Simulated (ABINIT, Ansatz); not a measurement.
# How the form of the self-energy moves the gap of InF3 (R-3c), part 2 of 2

Wanted: the gap of InF3 (R-3c) under several approximations, with cost.

ABINIT 10.8.3; LDA and many-body steps on it, plane waves. Known limits of the many-body steps: not at the basis limit; exchange with frozen shells missing; no spin-orbit coupling; coarse k mesh.

So far. Step 5 (G0W0, von der Linden-Horsch plasmon pole): Against G0W0 in ABINIT (2×2×2 mesh, 110 bands, screening to 114.3 eV, Godby-Needs plasmon pole), the gap moves by +0.052 eV. Step 6 (G0W0, Hybertsen-Louie plasmon pole): Against G0W0 in ABINIT (2×2×2 mesh, 110 bands, screening to 114.3 eV, Godby-Needs plasmon pole), the gap moves by +0.434 eV.

## (7) One-shot COHSEX

This step: one-shot COHSEX on LDA, plane waves, norm-conserving pseudopotentials.

run.abi

```
acell 3*1.0 Angstrom
rprim 
  2.602141182914 1.502346912402 4.907506134507
  -2.602141182914 1.502346912402 4.907506134507
  0.000000000000 -3.004693824873 4.907506134486
ntypat 2
znucl 49 9
natom 8
typat 1 1 2 2 2 2 2 2
xred 
  0.500000000000 0.500000000000 0.500000000000
  -0.000000000000 0.000000000000 0.000000000000
  0.395709220000 0.750000000000 0.104290780000
  0.750000000000 0.104290780000 0.395709220000
  0.895709220000 0.604290780000 0.250000000000
  0.250000000000 0.895709220000 0.604290780000
  0.604290780000 0.250000000000 0.895709220000
  0.104290780000 0.395709220000 0.750000000000
pp_dirpath "pseudos"
pseudos "In.upf, F.upf"
ecut 36
ngkpt 2 2 2
nshiftk 1
shiftk 0 0 0
kptopt 1
chksymbreak 0
istwfk *1
occopt 1
irdwfk 1
optdriver 4
nband 110
gwcalctyp 7
ecutsigx 36
symsigma 1
nkptgw 2
kptgw 
  0.5000000000 0.5000000000 0.0000000000
  0.0000000000 0.0000000000 0.0000000000
bdgw 
  33 36
  33 36
ecuteps 4.2
irdscr 1
indata_prefix "in"
outdata_prefix "out"
tmpdata_prefix "tmp"
```

Command:

```console
OMP_NUM_THREADS=1 mpirun -n 4 abinit run.abi > log
```

Numbers of over 12 decimals in the logs are rounded to 6 here.

What it wrote:

```text
.Version 10.8.3 of ABINIT. v10.8.2 released Aug 2026.

 Symmetries : space group R-3 c (#167); Bravais hR (rhombohedral)
[... echo of the input left out ...]
== DATASET  1 ==================================================================
-   mpi_nproc: 4, omp_nthreads: 1 (-1 if OMP is not activated)

--- !DatasetInfo
iteration_state: {dtset: 1, }
dimensions: {natom: 8, nkpt: 4, mband: 110, nsppol: 1, nspinor: 1, nspden: 1, mpw: 8026, }
cutoff_energies: {ecut:  36.0, pawecutdg:  -1.0, }
[...]
Band     E0 <VxcDFT>   SigX SigC(E0)      Z dSigC/dE  Sig(E)    E-E0       E
[...]
35   2.561 -14.346  -9.831  -3.519   1.000   0.000 -13.350   0.995   3.557
       36   7.966 -19.069 -12.845  -4.179   1.000   0.000 -17.024   2.045  10.011

== END DATASET(S) ==============================================================
================================================================================

 -outvars: echo values of variables after computation  --------
           etotal      0.0000000000E+00
            nband         110
             nkpt           4
          spgroup         167
 [... the other variables as echoed above ...]

 Calculation completed.
```

Run time: 6.4 s. Hardware: 4 MPI ranks of Arm Neoverse N1, shared host; peak memory 0.97 GiB; 25 s of CPU time.

Numbers from this step:

```yaml
quasiparticle_gap_on_the_points_computed: 7.806 eV
starting_gap_on_the_mesh: 3.997 eV
k_of_the_valence_top: 0.5, 0.5, 0
k_of_the_conduction_bottom: 0, 0, 0
least_direct_quasiparticle_gap_on_the_computed_points: 8.228 eV
```

Against G0W0 in ABINIT (2×2×2 mesh, 110 bands, screening to 114.3 eV, Godby-Needs plasmon pole), the gap moves by +0.959 eV.

## (8) One-shot Hartree-Fock

This step: one-shot Hartree-Fock on LDA, plane waves, norm-conserving pseudopotentials.

Edit run.abi of step 7 so:

```diff
@@ -30,4 +30,4 @@
 optdriver 4
-nband 110
-gwcalctyp 7
+nband 38
+gwcalctyp 5
 ecutsigx 36
@@ -41,4 +41,4 @@
   33 36
-ecuteps 4.2
-irdscr 1
+ixc_sigma 40
+fftgw 31
 indata_prefix "in"
```

What it wrote:

```text
.Version 10.8.3 of ABINIT. v10.8.2 released Aug 2026.

 Symmetries : space group R-3 c (#167); Bravais hR (rhombohedral)
[... echo of the input left out ...]
== DATASET  1 ==================================================================
-   mpi_nproc: 4, omp_nthreads: 1 (-1 if OMP is not activated)

--- !DatasetInfo
iteration_state: {dtset: 1, }
dimensions: {natom: 8, nkpt: 4, mband: 38, nsppol: 1, nspinor: 1, nspden: 1, mpw: 8026, }
cutoff_energies: {ecut:  36.0, pawecutdg:  -1.0, }
[...]
Band     E0 <VxcDFT>   SigX SigC(E0)      Z dSigC/dE  Sig(E)    E-E0       E
[...]
35   2.561 -14.346  -9.831   0.000   1.000   0.000  -9.831   4.515   7.076
       36   7.966 -19.069 -12.845   0.000   1.000   0.000 -12.845   6.224  14.190

== END DATASET(S) ==============================================================
================================================================================

 -outvars: echo values of variables after computation  --------
           etotal      0.0000000000E+00
            nband          38
             nkpt           4
          spgroup         167
 [... the other variables as echoed above ...]

 Calculation completed.
```

Run time: 6.6 s. Hardware: 4 MPI ranks; peak memory 1.1 GiB; 26 s of CPU time.

This step gave:

| Quantity | Value |
| --- | --- |
| quasiparticle gap on the points computed | 14.72 eV |
| starting gap on the mesh | 3.997 eV |
| k of the valence top | 0.5, 0.5, 0 |
| k of the conduction bottom | 0, 0, 0 |
| least direct quasiparticle gap on the computed points | 15.73 eV |

Against G0W0 in ABINIT (2×2×2 mesh, 110 bands, screening to 114.3 eV, Godby-Needs plasmon pole), the gap moves by +7.874 eV.

## (9) Screening, 2×2×2 mesh, 110 bands, screening to 114.3 eV

This step: RPA screening on LDA, plane waves, norm-conserving pseudopotentials.

Edit run.abi of step 8 so:

```diff
@@ -29,16 +29,14 @@
 irdwfk 1
-optdriver 4
-nband 38
-gwcalctyp 5
-ecutsigx 36
-symsigma 1
-nkptgw 2
-kptgw 
-  0.5000000000 0.5000000000 0.0000000000
-  0.0000000000 0.0000000000 0.0000000000
-bdgw 
-  33 36
-  33 36
-ixc_sigma 40
-fftgw 31
+optdriver 3
+nband 110
+ecuteps 4.2
+inclvkb 2
+awtr 1
+symchi 1
+gwcalctyp 2
+nfreqre 16
+freqremax 40 eV
+nfreqim 8
+spmeth 1
+nomegasf 120
 indata_prefix "in"
```

What it wrote:

```text
.Version 10.8.3 of ABINIT. v10.8.2 released Aug 2026.

 Symmetries : space group R-3 c (#167); Bravais hR (rhombohedral)
[... echo of the input left out ...]
== DATASET  1 ==================================================================
-   mpi_nproc: 4, omp_nthreads: 1 (-1 if OMP is not activated)

--- !DatasetInfo
iteration_state: {dtset: 1, }
dimensions: {natom: 8, nkpt: 4, mband: 110, nsppol: 1, nspinor: 1, nspden: 1, mpw: 8026, }
cutoff_energies: {ecut:  36.0, pawecutdg:  -1.0, }
electrons: {nelect:   6.80000000E+01, charge:   0.00000000E+00, occopt:   1.00000000E+00, tsmear:   1.00000000E-02, }

 SCREENING: Calculation of the susceptibility and dielectric matrices

 Based on a program developped by R.W. Godby, V. Olevano, G. Onida, and L. Reining.
 Incorporated in ABINIT by V. Olevano, G.-M. Rignanese, and M. Torrent.
.Using double precision arithmetic ; gwpc =  8

[... cell and pseudopotentials left out ...]
--------------------------------------------------------------------------------

 ==== K-mesh for the wavefunctions ====
 Number of points in the irreducible wedge :     4
[... list of points left out ...]
 Together with 12 symmetry operations and time-reversal symmetry
 yields     8 points in the full Brillouin Zone.

 ==== Q-mesh for the screening function ====
 Number of points in the irreducible wedge :     4
[... list of points left out ...]
 Together with 12 symmetry operations and time-reversal symmetry
 yields     8 points in the full Brillouin Zone.

 setmesh: FFT mesh size selected  =    40x   40x   40
          total number of points  =        64000

 vcoul_init : cutoff-mode = AUXILIARY_FUNCTION
 q-points for optical limit:   1
     1)      0.000010    0.000020    0.000030

- screening: taking advantage of time-reversal symmetry
- Maximum band index for partially occupied states nbvw = 34
- Remaining bands to be divided among processors   nbcw = 76
- Number of bands treated by each node ~19

 Number of electrons calculated from density =   68.0000; Expected =   68.0000
 average of density, n =  0.087539
 r_s =    1.3971
 omega_plasma =   28.5401 [eV]

 calculating chi0 at frequencies [eV] :
  1    0.000000E+00    0.000000E+00
  2    2.666667E+00    0.000000E+00
  3    5.333333E+00    0.000000E+00
[...]
23    0.000000E+00    7.268661E+01
 24    0.000000E+00    1.023435E+02

--------------------------------------------------------------------------------
  q-point number  1        q = ( 0.000000, 0.000000, 0.000000) [r.l.u.]
--------------------------------------------------------------------------------
[... chi0 elements left out ...]
  [... further frequencies ...]

 No. of calculated frequencies >  15, stop printing
 For q-point:  0.000010 0.000020 0.000030
  dielectric constant =   2.4500
  dielectric constant without local fields =   2.5732

  Average fulfillment of the sum rule on Im[epsilon] for q-point    1 :     37.19  [%]
[... wings left out ...]
  q-point number  2        q = ( 0.500000, 0.000000, 0.000000) [r.l.u.]
--------------------------------------------------------------------------------
[... chi0 elements left out ...]
  [... further frequencies ...]

 No. of calculated frequencies >  15, stop printing
  Average fulfillment of the sum rule on Im[epsilon] for q-point    2 :     44.15  [%]

 [... 2 further q-points ...]
```

The job ended after 72 s (4 MPI ranks; peak memory 2.2 GiB; 4.8 min of CPU time).

Numbers from this step:

| Quantity | Value |
| --- | --- |
| ε∞ with local fields, on this mesh, along the program's q direction | 2.45 |
| the same without local fields | 2.573 |
| plasma frequency | 28.54 eV |
| plane waves in the screening matrix | 327 |

## (10) G0W0, contour deformation

This step: G0W0 on LDA, plane waves, norm-conserving pseudopotentials.

Edit run.abi of step 9 so:

```diff
@@ -29,14 +29,16 @@
 irdwfk 1
-optdriver 3
+optdriver 4
 nband 110
+gwcalctyp 2
+ecutsigx 36
+symsigma 1
+nkptgw 2
+kptgw 
+  0.5000000000 0.5000000000 0.0000000000
+  0.0000000000 0.0000000000 0.0000000000
+bdgw 
+  33 36
+  33 36
 ecuteps 4.2
-inclvkb 2
-awtr 1
-symchi 1
-gwcalctyp 2
-nfreqre 16
-freqremax 40 eV
-nfreqim 8
-spmeth 1
-nomegasf 120
+irdscr 1
 indata_prefix "in"
```

What it wrote:

```text
.Version 10.8.3 of ABINIT. v10.8.2 released Aug 2026.

 Symmetries : space group R-3 c (#167); Bravais hR (rhombohedral)
[... echo of the input left out ...]
== DATASET  1 ==================================================================
-   mpi_nproc: 4, omp_nthreads: 1 (-1 if OMP is not activated)

--- !DatasetInfo
iteration_state: {dtset: 1, }
dimensions: {natom: 8, nkpt: 4, mband: 110, nsppol: 1, nspinor: 1, nspden: 1, mpw: 8026, }
cutoff_energies: {ecut:  36.0, pawecutdg:  -1.0, }
[...]
Band     E0 <VxcDFT>   SigX SigC(E0)      Z dSigC/dE  Sig(E)    E-E0       E
[...]
36   7.966 -19.069 -12.845  -2.871   0.805  -0.242 -16.369   2.700  10.666
       36   0.000   0.000   0.000  -0.015   0.000   0.000  -0.012  -0.012  -0.012

== END DATASET(S) ==============================================================
================================================================================

 -outvars: echo values of variables after computation  --------
           etotal      0.0000000000E+00
            nband         110
             nkpt           4
          spgroup         167
 [... the other variables as echoed above ...]

 Calculation completed.
```

It took 12 s on 4 MPI ranks; peak memory 1.4 GiB; 49 s of CPU time.

Numbers from this step:

```yaml
g0w0_gap_on_the_points_computed: 6.792 eV
starting_gap_on_the_mesh: 3.997 eV
k_of_the_valence_top: 0.5, 0.5, 0
k_of_the_conduction_bottom: 0, 0, 0
least_direct_g0w0_gap_on_the_computed_points: 7.137 eV
```

Against G0W0 in ABINIT (2×2×2 mesh, 110 bands, screening to 114.3 eV, Godby-Needs plasmon pole), the gap moves by −0.055 eV.

## (11) Side by side

Times are wall times on 4 MPI ranks of Arm Neoverse N1, shared host, good to a factor of about two. A run's time includes the screening step that it read.

```
                                     run   mesh  bands  screening cutoff (eV)  DFT gap (eV)  gap on the mesh (eV)  direct (eV)  ε∞ used   time
          G0W0, Godby-Needs plasmon pole  2×2×2    110                  114.3         3.997                 6.847        7.222     2.45   77 s
G0W0, von der Linden-Horsch plasmon pole  2×2×2    110                  114.3         3.997                 6.899        7.360     2.45   71 s
      G0W0, Hybertsen-Louie plasmon pole  2×2×2    110                  114.3         3.997                 7.281        7.863     2.45   76 s
                         one-shot COHSEX  2×2×2    110                  114.3         3.997                 7.806        8.228     2.45   67 s
                   one-shot Hartree-Fock  2×2×2      -                      -         3.997                14.721       15.734        -  6.6 s
               G0W0, contour deformation  2×2×2    110                  114.3         3.997                 6.792        7.137     2.45   85 s
```

## (12) Summary of results

| Quantity | Value |
| --- | --- |
| G0W0, Godby-Needs plasmon pole | 6.847 eV |
| G0W0, von der Linden-Horsch plasmon pole | 6.899 eV |
| G0W0, Hybertsen-Louie plasmon pole | 7.281 eV |
| one-shot COHSEX | 7.806 eV |
| one-shot Hartree-Fock | 14.721 eV |
| G0W0, contour deformation | 6.792 eV |
| known limits | not at the basis limit; exchange with frozen shells missing; no spin-orbit coupling; coarse k mesh |

What this shows: G0W0, von der Linden-Horsch plasmon pole: +0.052 eV against G0W0, Godby-Needs plasmon pole. G0W0, Hybertsen-Louie plasmon pole: +0.434 eV against G0W0, Godby-Needs plasmon pole. One-shot COHSEX: +0.959 eV against G0W0, Godby-Needs plasmon pole. One-shot Hartree-Fock: +7.874 eV against G0W0, Godby-Needs plasmon pole. G0W0, contour deformation: −0.055 eV against G0W0, Godby-Needs plasmon pole. Bare exchange alone opens the gap to 14.72 eV; against G0W0, correlation takes back 7.87 eV. Static COHSEX lies above G0W0: it lacks the factor Z and overstates the Coulomb hole of the filled states. Bands and cutoff are finite, so the gap is not at the basis limit. The miss can reach some tenths of an eV and take either sign; the mesh is an error of its own. In the first G0W0 run levels were corrected at 2 k points alone, so a gap called «on the mesh» is the least over those, and an edge elsewhere would be missed. The 2×2×2 mesh is coarse for this cell, which bears on the long-range parts of exchange and screening. The norm-conserving file of at least one element keeps a d shell over frozen s and p shells of the same row. Exchange with those shells is missing from the self-energy, an error of 0.3 to 0.9 eV in cases checked, whose sign depends on which edge lies on those atoms. The many-body steps are scalar-relativistic: spin-orbit coupling is not in them.

[Paths, hosts, dates, memory and timing lines, banners, echoed tables and standing remarks are left out of the program output.]

[Logs are printed without paths, hosts, clocks, repeated set-up lines and the standing remarks that a program may print on its own settings, such as how far it seeks lower states.]

[Runs of the session that timed out or met a known fault of the program may be left out.]

[No measured gap is set beside runs whose start may be inverted or whose files or cutoffs have a known fault.]

[Hosts, paths, dates, database ids (printed as entryN), source tags and the programs' standing remarks are cut or masked in the printed files.]

[G0W0 gaps are taken among the corrected bands and points alone; a level outside them can change the order at an edge.]

[Where Ansatz stands beside ABINIT at settings called matched, ABINIT's density can come from a denser mesh and the files from another edition; pairs whose starting gaps differed by over 0.03 eV were left out, so agreement reads better than it is.]
